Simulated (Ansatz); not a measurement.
## k-point convergence of GW for MgO (Fm-3m)

How dense a mesh does GW need for MgO (Fm-3m), and how does the time grow?

Program: Ansatz 0.2.0. Level of theory: G0W0 on PBE, plane waves, PAW; PAW set soft_1. Results are calculated unless marked as measured.

## (1) Set-up

The structure is cubic, space group Fm-3m (No. 225). Conventional cell: a = 4.194 Å, b = 4.194 Å, c = 4.194 Å, α = 90.00°, β = 90.00°, γ = 90.00°. Mg has 6 O at 2.10 Å nearest. O has 6 Mg at 2.10 Å nearest. Farther neighbours and most contacts between anions are not listed.

The cell and positions are those that the Materials Project relaxed with its own functionals (PBE, PBE+U or r2SCAN), kept fixed.

## (2) The 4×4×4 mesh

Now the one-shot GW correction: screening in the RPA, then the self-energy of the levels asked for. This step takes PAW set soft_1 files.

The input, input.yaml:

```yaml
crystal:
  lattice:
    - [0.0, 2.0970013927, 2.0970013927]
    - [2.0970013927, 0.0, 2.0970013927]
    - [2.0970013927, 2.0970013927, 0.0]
  atoms:
    - { symbol: Mg, position: [0.0, 0.0, 0.0] }
    - { symbol: O, position: [0.5, 0.5, 0.5] }
kpoints:
  mp_grid: { grid: [4, 4, 4] }
hamiltonian:
  xc: pbe
  pseudopotentials: { kind: paw, azcp: { folder: soft_1 } }
scf:
  occupations: { method: fixed }
gw:
  n_empty_bands: 41
  ecut_chi: 100
  qp_bands: [v2, c2]
  qp_kpoints: band_edges
  screening: { model: contour_deformation }
```

Started as:

```
$ ansatz run input.yaml --threads 2 --pin off --max-ram 73728MiB --backend cuda --events-out ev --progress --plain --runs-dir out --devices 1 --max-vram 13GiB
```

Numbers of over 12 decimals in the logs are rounded to 6 here.

The log of the run:

```text
GPUs: using 1 of 1 available (devices: 1).
Engine: ansatz 0.2.0, x86_64-unknown-linux-gnu
Pseudopotentials: kind: paw
Pseudopotential: Mg, paw, valence charge 10, recommended cutoff 420 eV (normal), soft_1/Mg.paw.azcp
Pseudopotential: O, paw, valence charge 6, recommended cutoff 420 eV (normal), soft_1/O.paw.azcp
Functional definition: PBE
  parameter kappa = 0.804
  parameter beta = 0.066725
  exchange = pbe_x(kappa = kappa, mu = beta*pi^2/3)
  correlation = pbe_c(beta = beta)
device memory: the entry about to start is reckoned to put 0.5 GiB on a device that reports 61.7 GiB free (of which the cap on the GPU budget leaves the run 13.0 GiB)
GPU FFT provider: cuFFT
GPU libraries: cuBLAS 13.8.2, cuFFT 12.4.0, cuSOLVER 12.3.4
Crystal: 2 atoms, lattice volume = 18.443 Å³
Basis set: ecut = 420 eV, 339 PW (Γ)
Bands: 12, of which v1, the nominal top of the filled ones, is band 8 counted from 1 (7 counted from 0)
Symmetry: 48 space group operations
Space group: Fm-3m (ITA 225), of the structure as read, at distance tolerance 2.6e-5 Å
k-points: 8 of 64
Non-local potential: Mg, projectors of the file, l = 0: 3, l = 1: 2, l = 2: 1
Non-local potential: O, projectors of the file, l = 0: 2, l = 1: 2, l = 2: 1
PAW form: soft (Blöchl's): semilocal exchange-correlation on the pseudo side does not see the compensation charge
PAW one-centre angular grid: Mg, 110 points (default); XC on 64 Gauss nodes
PAW one-centre angular grid: O, 110 points (default); XC on 64 Gauss nodes
Initial density: superposition of atomic densities (chi_scale 0.1, normalization cell, long waves kept (reshape's long-wave potential 0.00 eV rms))
Initial wavefunctions: pseudopotential atomic-orbital guess
GPU buffer pool allocated for 8000 grid points (all kernels)
GPU transforms: local potential and band sums: pruned to the plane-wave sphere, on 20×20×20
Functional: x = pbe(κ = 0.804, μ = 0.219515), c = pbe(β = 0.066725)
SCF iter   1: F=—  HF=-2494.072816 eV  |F-HF|=—  |Δ(HF+E_count)|=         —  Δρ=7.15e-2  dr2=5.08e-1  ethr=3.10e-3  ⟨swp⟩=4.5  Hψ=518  notcnv=0  defer=9
preconditioner: auto → none  [insulator: Δε(μ)=4.534 eV  Ē_g=18.534 eV  n_scr=8 (ndim 8)  ℏωp=24.5 eV  f_vac=0.000  ε∞_Penn≈2.7]
SCF iter   2: F=—  HF=-2494.057112 eV  |F-HF|=—  |Δ(HF+E_count)|=   1.57e-2  Δρ=2.87e-2  dr2=8.04e-2  ethr=3.10e-3  ⟨swp⟩=2.9  Hψ=214  notcnv=0  defer=11
SCF iter   3: F=—  HF=-2494.107010 eV  |F-HF|=—  |Δ(HF+E_count)|=   4.99e-2  Δρ=4.90e-3  dr2=3.30e-3  ethr=5.03e-4  ⟨swp⟩=2.6  Hψ=164  notcnv=0  defer=13
SCF iter   4: F=—  HF=-2494.110657 eV  |F-HF|=—  |Δ(HF+E_count)|=   3.65e-3  Δρ=4.32e-3  dr2=2.32e-3  ethr=2.06e-5  ⟨swp⟩=2.0  Hψ=158  notcnv=0  defer=14
SCF iter   5: F=—  HF=-2494.109980 eV  |F-HF|=—  |Δ(HF+E_count)|=   6.77e-4  Δρ=3.35e-4  dr2=9.85e-6  ethr=1.45e-5  ⟨swp⟩=2.0  Hψ=138  notcnv=0  defer=14
SCF iter   6: F=-2494.109988 eV  HF=-2494.109988 eV  |F-HF|=3.94e-8  |Δ(HF+E_count)|=   8.95e-6  Δρ=1.91e-5  dr2=2.25e-8  ethr=6.25e-10  ⟨swp⟩=3.9  Hψ=453  notcnv=0
SCF 1 converged in 6 iterations: F = -2494.109988 eV  dr2 = 2.25e-8
[...]
device memory: the entry about to start is reckoned to put 0.7 GiB on a device that reports 61.7 GiB free (of which the cap on the GPU budget leaves the run 13.0 GiB)
NSCF: frozen V_eff on 8 k-points
[...]
device memory: the entry about to start is reckoned to put 0.6 GiB on a device that reports 61.5 GiB free (of which the cap on the GPU budget leaves the run 13.0 GiB)
NSCF: frozen V_eff on 8 k-points
G₀W₀ screening: q 1/8
[... further progress lines ...]
device memory: the entry about to start is reckoned to put 0.2 GiB on a device that reports 54.5 GiB free (of which the cap on the GPU budget leaves the run 13.0 GiB)
NSCF: frozen V_eff on 1 k-points
SCF converged after 6 iterations
Free energy (F): -2494.109988 eV
Harris-Foulkes:  -2494.109988 eV  (|F-HF|=3.94e-8)
Internal energy: -2494.109988 eV  (E = F + TS)
E sigma→0 (E₀):  -2494.109988 eV
Fermi energy:    8.231045 eV
--- Per-component energies (eV) ---
  E_band       = -290.941843
  E_kinetic    = 243.990648
  E_local      = -1684.996523  (includes V_loc(G=0)·N_el)
  E_nonlocal   = 246.947370
  E_hartree    = 559.016425
  E_xc         = -100.779429
  E_vxc        = -129.129041  (∫ρ·V_xc dr)
  E_paw        = -463.370593  (= ΣΔE_a)
  E_vpaw       = -85.781509  (= ΣTr[D̂ρ^β])
  E_aug_tail   = 0.000768  (compensation charges beyond the density's cutoff)
  E_ewald      = -1294.918655
  E_smearing   = -0.000000  (= −TS)
  E_closure    = -0.000000  (closes the sum)
  Σ components = -2494.109988   (vs F -2494.109988, Δ=0.00e0)
--- Band table (eV; the first three rows and the last of 8) ---
  k-point 0: bands = [... 4 lower, -9.0856, 8.2310, 8.2310, 8.2310, 13.0963, 24.1095, 24.1095, 24.1095]
  k-point 1: bands = [... 4 lower, -8.4639, 5.5537, 7.8857, 7.8857, 15.4497, 20.8906, 25.0014, 25.0014]
  k-point 2: bands = [... 4 lower, -7.7281, 3.5662, 7.5687, 7.5687, 16.2237, 20.9840, 24.7086, 24.7086]
  k-point 7: bands = [... 4 lower, -7.4409, 5.2577, 5.2577, 6.4432, 19.9740, 19.9740, 20.5569, 23.9432]
--- G₀W₀: contour deformation, 6 samples at zero and on the imaginary axis and 2 off it, 64 q-points, 41 empty bands' worth ---
  eigenvalues of the whole cell's RPA ε∞ on this k-mesh (on a slab, of 1 + 4πα/V) = 3.2302, 3.2302, 3.2302; static W/v taken at q = 0 is 0.309580
  bands read: the sum over 49 bands ends inside a degenerate multiplet in 1 slot, whose members it reads at an even weight; the widest, k=7: bands 49 to 50 (counted from 1) at 1/2 each
  gw.qp_kpoints: band_edges: 5 of 8 stored k-points solved, in 1 pass; an edge of the gap read off the rows below is read off those points alone
    valence top: of the k-points left out ik 5 came nearest to being solved in a further pass, in band 8 (counted from 1, as in the quasiparticle table): it holds the edge there only if its correction is more favourable than any solved in that band by at least 0.662 eV; those differ by 0.261 eV
    conduction bottom: of the k-points left out ik 5 came nearest to being solved in a further pass, in band 9 (counted from 1, as in the quasiparticle table): it holds the edge there only if its correction is more favourable than any solved in that band by at least 4.458 eV; those differ by 0.674 eV
    ik  band        ε_KS         Σx   Σc(E_QP)       V_xc       Z   E_QP_lin       E_QP  E_QP is
     0     7      8.2310   -26.5866     4.5011   -20.9584  0.7915     7.0916     7.1040  root
     0     8      8.2310   -26.5866     4.5011   -20.9584  0.7915     7.0916     7.1040  root
     0     9     13.0963    -9.9482    -3.8062   -14.9015  0.8434    14.2524    14.2434  root
     0    10     24.1095    -3.7001    -4.8157    -9.6509  0.8348    25.2602    25.2445  root
     1     7      7.8857   -26.2164     4.5458   -20.4777  0.7904     6.6785     6.6929  root
     1     8      7.8857   -26.2164     4.5458   -20.4777  0.7904     6.6785     6.6929  root
     1     9     15.4497   -10.1191    -3.9431   -15.3923  0.8347    16.7935    16.7797  root
     1    10     20.8906    -6.1261    -4.7148   -12.1553  0.8246    22.2239    22.2050  root
     2     7      7.5687   -25.9275     4.6011   -20.0754  0.7891     6.3015     6.3178  root
     2     8      7.5687   -25.9275     4.6011   -20.0754  0.7891     6.3015     6.3178  root
     2     9     16.2237    -7.0047    -4.1799   -12.2382  0.8458    17.2860    17.2774  root
     2    10     20.9840   -10.6350    -5.0741   -17.6819  0.7950    23.0124    22.9569  root
     3     7      7.4888   -25.9350     4.5748   -20.0847  0.7897     6.1962     6.2133  root
     3     8      7.4888   -25.9350     4.5748   -20.0847  0.7897     6.1962     6.2133  root
     3     9     16.4423   -10.9882    -4.0384   -16.5618  0.8271    17.9975    17.9774  root
     3    10     19.4403    -3.6284    -4.4563    -9.0064  0.8464    20.3695    20.3620  root
     6     7      6.8739   -25.5988     4.6754   -19.5349  0.7874     5.4639     5.4854  root
     6     8      6.8739   -25.5988     4.6754   -19.5349  0.7874     5.4639     5.4854  root
     6     9     17.3886    -3.8717    -4.2127    -8.9459  0.8530    18.2557    18.2501  root
     6    10     18.3518    -7.2795    -4.4713   -13.0610  0.8496    19.6759    19.6620  root
```

The job ended after 3.7 s (1 × NVIDIA H100 80GB HBM3 (shared by 6 runs) with 2 threads of AMD EPYC 7R13 (Zen 3), shared host; peak memory 0.98 GiB; 3.4 s of CPU time).

Reading the cycles: dr2 is the Hartree energy of the density residual (eV), the measure of convergence; HF is the Harris–Foulkes estimate of the energy, which meets the free energy F at convergence.

Numbers from this step:

```
bands summed                                 : 49
RPA ε∞ on this mesh (eigenvalues)            : 3.230, 3.230, 3.230
plane waves in the screening matrix          : 51
q-points in the mesh                         : 64
G0W0 gap on the mesh                         : 7.139 eV
k of the valence top                         : 0, 0, 0
k of the conduction bottom                   : 0, 0, 0
starting gap on the mesh                     : 4.865 eV
Z at the valence top                         : 0.7915
Z at the conduction bottom                   : 0.8434
least direct G0W0 gap on the computed points : 7.139 eV
```

The gap on the mesh goes from 4.87 eV to 7.14 eV, a correction of +2.27 eV. Between the two edge states, bare exchange in place of the xc potential would open the gap by 10.58 eV, and correlation takes back 8.31 eV.

## (3) The 6×6×6 mesh

Only the mesh changes. It samples the long-range screening, which converges on its own terms.

Changes to input.yaml since step 2:

```diff
@@ -9,3 +9,3 @@
 kpoints:
-  mp_grid: { grid: [4, 4, 4] }
+  mp_grid: { grid: [6, 6, 6] }
 hamiltonian:
```

The log of the run:

```text
GPUs: using 1 of 1 available (devices: 1).
[...]
GPU FFT provider: cuFFT
GPU libraries: cuBLAS 13.8.2, cuFFT 12.4.0, cuSOLVER 12.3.4
Crystal: 2 atoms, lattice volume = 18.443 Å³
Basis set: ecut = 420 eV, 339 PW (Γ)
Bands: 12, of which v1, the nominal top of the filled ones, is band 8 counted from 1 (7 counted from 0)
Symmetry: 48 space group operations
[...]
k-points: 16 of 216
[...]
GPU buffer pool allocated for 8000 grid points (all kernels)
[...]
SCF iter   1: F=—  HF=-2494.086149 eV  |F-HF|=—  |Δ(HF+E_count)|=         —  Δρ=7.13e-2  dr2=5.03e-1  ethr=3.10e-3  ⟨swp⟩=4.1  Hψ=1089  notcnv=0  defer=11
[...]
SCF iter   6: F=-2494.122374 eV  HF=-2494.122374 eV  |F-HF|=1.47e-8  |Δ(HF+E_count)|=   7.95e-6  Δρ=2.38e-5  dr2=3.19e-8  ethr=6.25e-10  ⟨swp⟩=3.9  Hψ=882  notcnv=0
SCF 1 converged in 6 iterations: F = -2494.122374 eV  dr2 = 3.19e-8
[...]
0     7      8.2168   -26.4963     4.4074   -20.9598  0.7947     7.0765     7.0878  root
     0     8      8.2168   -26.4963     4.4074   -20.9598  0.7947     7.0765     7.0878  root
     0     9     13.0893   -10.1087    -3.6488   -14.9022  0.8490    14.2414    14.2340  root
     0    10     24.1070    -3.7241    -4.7656    -9.6550  0.8365    25.2856    25.2723  root
     1     7      8.0404   -26.3136     4.4387   -20.7084  0.7941     6.8616     6.8740  root
     1     8      8.0404   -26.3136     4.4387   -20.7084  0.7941     6.8616     6.8740  root
     1     9     14.5075   -10.9357    -3.6415   -15.8913  0.8401    15.8323    15.8216  root
     1    10     21.7676    -4.5727    -4.7074   -10.4363  0.8330    22.9378    22.9238  root
[...]
12     7      6.8616   -25.5506     4.6118   -19.5387  0.7899     5.4411     5.4615  root
    12     8      6.8616   -25.5506     4.6118   -19.5387  0.7899     5.4411     5.4615  root
    12     9     17.3852    -3.9266    -4.1317    -8.9522  0.8580    18.2844    18.2791  root
    12    10     18.3499    -7.3235    -4.3954   -13.0630  0.8544    19.7067    19.6939  root
[key lines of the parts left out:]
SCF converged after 6 iterations
Free energy (F): -2494.122374 eV
Fermi energy:    8.216850 eV
```

Wall time 6.5 s (1 × NVIDIA H100 80GB HBM3 (shared by 6 runs) with 2 threads); peak memory 0.98 GiB; 5.7 s of CPU time.

This step gave:

```
bands summed                                 : 49
RPA ε∞ on this mesh (eigenvalues)            : 3.051, 3.051, 3.051
plane waves in the screening matrix          : 51
q-points in the mesh                         : 216
G0W0 gap on the mesh                         : 7.146 eV
k of the valence top                         : 0, 0, 0
k of the conduction bottom                   : 0, 0, 0
starting gap on the mesh                     : 4.872 eV
Z at the valence top                         : 0.7947
Z at the conduction bottom                   : 0.8490
least direct G0W0 gap on the computed points : 7.146 eV
```

Against the run with 4×4×4 mesh, 41 empty bands, screening to 100 eV, PAW set soft_1 files, the gap moves by +0.007 eV.

## (4) The 8×8×8 mesh

Changes to input.yaml since step 3:

```diff
@@ -9,3 +9,3 @@
 kpoints:
-  mp_grid: { grid: [6, 6, 6] }
+  mp_grid: { grid: [8, 8, 8] }
 hamiltonian:
```

The log of the run:

```text
GPUs: using 1 of 1 available (devices: 1).
[...]
GPU FFT provider: cuFFT
GPU libraries: cuBLAS 13.8.2, cuFFT 12.4.0, cuSOLVER 12.3.4
Crystal: 2 atoms, lattice volume = 18.443 Å³
Basis set: ecut = 420 eV, 339 PW (Γ)
Bands: 12, of which v1, the nominal top of the filled ones, is band 8 counted from 1 (7 counted from 0)
Symmetry: 48 space group operations
[...]
k-points: 29 of 512
[...]
1    10     22.4176    -4.1056    -4.7394    -9.9607  0.8338    23.5468    23.5332  root
[...]
28     7      5.2471   -23.9138     4.7034   -17.5720  0.7832     3.5742     3.6086  root
    28     8      6.4310   -24.7719     4.5673   -18.7527  0.7887     4.9561     4.9793  root
    28     9     19.9654    -7.8928    -4.5527   -13.9897  0.8216    21.5335    21.5095  root
    28    10     19.9654    -7.8928    -4.5527   -13.9897  0.8216    21.5335    21.5095  root
[key lines of the parts left out:]
SCF converged after 6 iterations
Free energy (F): -2494.122640 eV
Fermi energy:    8.216166 eV
```

Elapsed: 9.1 s, on 1 × NVIDIA H100 80GB HBM3 (shared by 6 runs) with 2 threads; peak memory 1 GiB; 10 s of CPU time.

This step gave:

| Property | Result |
| --- | --- |
| bands summed | 49 |
| RPA ε∞ on this mesh (eigenvalues) | 3.033, 3.033, 3.033 |
| plane waves in the screening matrix | 51 |
| G0W0 gap on the mesh | 7.134 eV |
| k of the valence top | 0, 0, 0 |
| k of the conduction bottom | 0, 0, 0 |
| starting gap on the mesh | 4.873 eV |
| least direct G0W0 gap on the computed points | 7.134 eV |

Against the run with 6×6×6 mesh, 41 empty bands, screening to 100 eV, PAW set soft_1 files, the gap moves by −0.012 eV.

## (5) The 10×10×10 mesh

Changes to input.yaml since step 4:

```diff
@@ -9,3 +9,3 @@
 kpoints:
-  mp_grid: { grid: [8, 8, 8] }
+  mp_grid: { grid: [10, 10, 10] }
 hamiltonian:
```

The log of the run:

```text
GPUs: using 1 of 1 available (devices: 1).
[...]
GPU FFT provider: cuFFT
GPU libraries: cuBLAS 13.8.2, cuFFT 12.4.0, cuSOLVER 12.3.4
Crystal: 2 atoms, lattice volume = 18.443 Å³
Basis set: ecut = 420 eV, 339 PW (Γ)
Bands: 12, of which v1, the nominal top of the filled ones, is band 8 counted from 1 (7 counted from 0)
Symmetry: 48 space group operations
[...]
k-points: 47 of 1000
[...]
1    10     22.8479    -3.9131    -4.7588    -9.7781  0.8337    23.9672    23.9541  root
[...]
45     7      5.4292   -24.0100     4.6722   -17.7247  0.7844     3.7836     3.8161  root
    45     8      6.6772   -25.0369     4.5616   -19.0585  0.7898     5.2391     5.2604  root
    45     9     19.5173    -7.9381    -4.4782   -13.9130  0.8257    21.0355    21.0140  root
    45    10     20.0909    -8.1858    -4.5990   -14.3807  0.8188    21.7132    21.6868  root
[key lines of the parts left out:]
SCF converged after 6 iterations
Free energy (F): -2494.122653 eV
Fermi energy:    8.216147 eV
```

Wall time 30 s (1 × NVIDIA H100 80GB HBM3 (shared by 6 runs) with 2 threads); peak memory 1 GiB.

This step gave:

```yaml
bands_summed: 49
rpa_eps_infinity_on_this_mesh_eigenvalues: 3.031, 3.031, 3.031
plane_waves_in_the_screening_matrix: 51
g0w0_gap_on_the_mesh: 7.127 eV
k_of_the_valence_top: 0, 0, 0
k_of_the_conduction_bottom: 0, 0, 0
starting_gap_on_the_mesh: 4.873 eV
least_direct_g0w0_gap_on_the_computed_points: 7.127 eV
```

Against the run with 8×8×8 mesh, 41 empty bands, screening to 100 eV, PAW set soft_1 files, the gap moves by −0.007 eV.

## (6) The 12×12×12 mesh

Changes to input.yaml since step 5:

```diff
@@ -9,3 +9,3 @@
 kpoints:
-  mp_grid: { grid: [10, 10, 10] }
+  mp_grid: { grid: [12, 12, 12] }
 hamiltonian:
```

The log of the run:

```text
GPUs: using 1 of 1 available (devices: 1).
[...]
GPU FFT provider: cuFFT
GPU libraries: cuBLAS 13.8.2, cuFFT 12.4.0, cuSOLVER 12.3.4
Crystal: 2 atoms, lattice volume = 18.443 Å³
Basis set: ecut = 420 eV, 339 PW (Γ)
Bands: 12, of which v1, the nominal top of the filled ones, is band 8 counted from 1 (7 counted from 0)
Symmetry: 48 space group operations
[...]
k-points: 72 of 1728
[...]
1    10     23.1397    -3.8212    -4.7688    -9.6969  0.8337    24.2599    24.2465  root
[...]
71     7      5.2470   -23.9120     4.7019   -17.5720  0.7832     3.5746     3.6089  root
    71     8      6.4310   -24.7692     4.5653   -18.7528  0.7888     4.9569     4.9800  root
    71     9     19.9653    -7.8940    -4.5511   -13.9898  0.8217    21.5341    21.5100  root
    71    10     19.9653    -7.8940    -4.5511   -13.9898  0.8217    21.5341    21.5100  root
[key lines of the parts left out:]
SCF converged after 6 iterations
Free energy (F): -2494.122624 eV
Fermi energy:    8.216127 eV
```

It took 78 s on 1 × NVIDIA H100 80GB HBM3 (shared by 6 runs) with 2 threads; peak memory 1.1 GiB.

This step gave:

```
bands summed                                 : 49
RPA ε∞ on this mesh (eigenvalues)            : 3.030, 3.030, 3.030
plane waves in the screening matrix          : 51
G0W0 gap on the mesh                         : 7.125 eV
k of the valence top                         : 0, 0, 0
k of the conduction bottom                   : 0, 0, 0
starting gap on the mesh                     : 4.873 eV
least direct G0W0 gap on the computed points : 7.125 eV
```

Against the run with 10×10×10 mesh, 41 empty bands, screening to 100 eV, PAW set soft_1 files, the gap moves by −0.002 eV.

## (7) The meshes together

Times are wall times on 1 × NVIDIA H100 80GB HBM3 (shared by 6 runs) with 2 threads of AMD EPYC 7R13 (Zen 3), shared host, good to a factor of about two.

```
    mesh  points  irreducible  start (eV)  G0W0 (eV)  shift (eV)  RPA ε∞ (mean)   time
   4×4×4      64            8       4.865      7.139      +2.274           3.23  3.7 s
   6×6×6     216           16       4.872      7.146      +2.274           3.05  6.5 s
   8×8×8     512           29       4.873      7.134      +2.261           3.03  9.1 s
10×10×10    1000           47       4.873      7.127      +2.254           3.03   30 s
12×12×12    1728           72       4.873      7.125      +2.252           3.03   78 s
```

## (8) Summary of results

```
4×4×4    : 7.139 eV (shift +2.274)
6×6×6    : 7.146 eV (shift +2.274)
8×8×8    : 7.134 eV (shift +2.261)
10×10×10 : 7.127 eV (shift +2.254)
12×12×12 : 7.125 eV (shift +2.252)
settings : PBE start, 41 empty bands, 100 eV
```

What this shows: The shift is +2.27 eV on 4×4×4 and +2.25 eV on 12×12×12; the last step moves it by −0.002 eV. The RPA ε∞ (mean) ranges from 3.03 to 3.23 and ends at 3.03. From 64 to 1728 points the time grows 21-fold. Bands and cutoff are modest here, so the values stand off the basis limit.

[Paths, hosts, dates, memory and timing lines, banners, echoed tables and standing remarks are left out of the program output.]

[Logs are printed without paths, hosts, clocks, repeated set-up lines and the standing remarks that a program may print on its own settings, such as how far it seeks lower states.]

[Runs of the session that timed out or met a known fault of the program may be left out.]

[Cells called generated may have been cut or substituted from an entry of the Crystallography Open Database or the Materials Project.]

[Hosts, paths, dates, database ids (printed as entryN), source tags and the programs' standing remarks are cut or masked in the printed files.]
